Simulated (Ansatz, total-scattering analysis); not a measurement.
# The surroundings of H by a first difference

Two samples of water and methanol (16 H2O and 8 methanol; C 8.3, O 25.0, H 66.7 atom %; 310 K, fixed volume (mean pressure 0.6 GPa); ρ₀ = 0.0955 Å⁻³) differ only in the isotope of H: D (b = 6.6681 fm) and H (b = -3.7395 fm). Other lengths: C 6.6472, O 5.8037 fm. The data are simulated by ab initio molecular dynamics with Ansatz (PBE, plane waves, PAW default files, Langevin thermostat, no spin, fixed volume, H with the mass of D). The average runs over 0.86 ps of 96 atoms, so shells between rare elements are rough. Mean temperature 304 K, largest m.s.d. 2.33 Å², energy drift -6 meV an atom (last third less first, no steady trend), Langevin friction 10 ps⁻¹; the first quarter of the run is discarded. Start: last frame of a classical run of this cell at the same density and temperature. So short a stretch relaxes bonds and nearest shells but still remembers its start. It is a liquid as far as so short a run tells. The partials come from the cell's reciprocal vectors below 4 Å⁻¹ and from g(r) above; absorption, incoherent and inelastic scattering are left out. F(Q) = Σ ci cj bi bj (Sij − 1), in barn per steradian and atom:

```
Q (Å⁻¹)      2H      1H  difference
    0.9  -0.282  -0.207      -0.076
    1.2  -0.146  -0.194       0.048
    1.5   0.094  -0.184       0.278
    1.8   0.439  -0.156       0.595
    2.1   0.144  -0.144       0.288
    2.4  -0.015  -0.088       0.074
    2.7  -0.073  -0.023      -0.050
    3.0  -0.045   0.046      -0.090
    3.3  -0.068   0.035      -0.103
    3.6  -0.035   0.018      -0.053
    3.9  -0.052   0.013      -0.065
    4.2  -0.048   0.023      -0.071
    4.5  -0.059   0.036      -0.094
    4.8  -0.081   0.058      -0.139
    5.1  -0.089   0.083      -0.172
    5.4  -0.069   0.085      -0.153
    5.7  -0.037   0.051      -0.088
    6.0  -0.016   0.006      -0.021
    6.3  -0.003  -0.025       0.021
    6.6   0.015  -0.038       0.053
    6.9   0.040  -0.043       0.083
    7.2   0.058  -0.043       0.101
    7.5   0.065  -0.040       0.105
    7.8   0.067  -0.036       0.103
    8.1   0.061  -0.030       0.090
    8.4   0.043  -0.020       0.063
    8.7   0.022  -0.008       0.030
    9.0   0.007   0.003       0.005
    9.3  -0.003   0.011      -0.014
    9.6  -0.015   0.017      -0.032
    9.9  -0.027   0.019      -0.047
   10.2  -0.039   0.019      -0.058
   10.5  -0.047   0.018      -0.065
   10.8  -0.047   0.018      -0.065
```

The first difference in real space, ΔG(r), in barn (from the pair functions, so without the broadening of a finite Q range):

```csv
r (Å),first difference G(r)
0.50,-0.412
0.58,-0.412
0.66,-0.412
0.74,-0.412
0.82,-0.412
0.90,-0.318
0.98,4.574
1.06,1.581
1.14,0.978
1.22,-0.399
1.30,-0.412
1.38,-0.408
1.46,-0.348
1.54,-0.151
1.62,-0.064
1.70,-0.048
1.78,0.113
1.86,-0.018
1.94,-0.062
2.02,0.060
2.10,0.136
2.18,-0.100
2.26,-0.209
2.34,-0.190
2.42,-0.179
2.50,-0.187
2.58,-0.183
2.66,-0.198
2.74,-0.175
2.82,-0.141
2.90,-0.115
2.98,-0.091
3.06,-0.047
3.14,-0.004
3.22,0.021
3.30,0.046
3.38,0.071
3.46,0.048
3.54,0.033
```

Q: What does the difference say of the neighbours of H?

Pairs without H cancel. ΔG(r) = Σ W [g(r) − 1] with W = 2 c(H) c(j) b(j) Δb, and c(H)² (b₁² − b₂²) for H–H: H–C 0.0769, H–O 0.2013, H–H 0.1355 barn. At small r, ΔG → −ΣW = -0.414; in this finite cell the H–H term carries (N − 1)/N with N = 64 atoms of H, which gives -0.412.

The first feature holds O–H (0.99 Å, 0.6 neighbours by the coordinates) and C–H (1.10 Å, 0.4 neighbours by the coordinates) together, so its area gives only their weighted sum.

Shells of H from the coordinates: O–H at 0.99 Å, 0.6 neighbours to 1.26 Å; C–H at 1.10 Å, 0.4 neighbours to 1.40 Å; H–H at 1.57 Å, 1.4 neighbours to 2.00 Å, a soft count (first peaks with a usable minimum only). Counts average over all H, whatever molecule they sit on, and second peaks of a pair (H two bonds away, hydrogen bonds) add features between 1.5 and 2.5 Å that aren't listed. The structure is taken to be the same for both isotopes, which holds least well for H and D.

[Logs are printed without paths, hosts, clocks, repeated set-up lines and the standing remarks that a program may print on its own settings, such as how far it seeks lower states.]
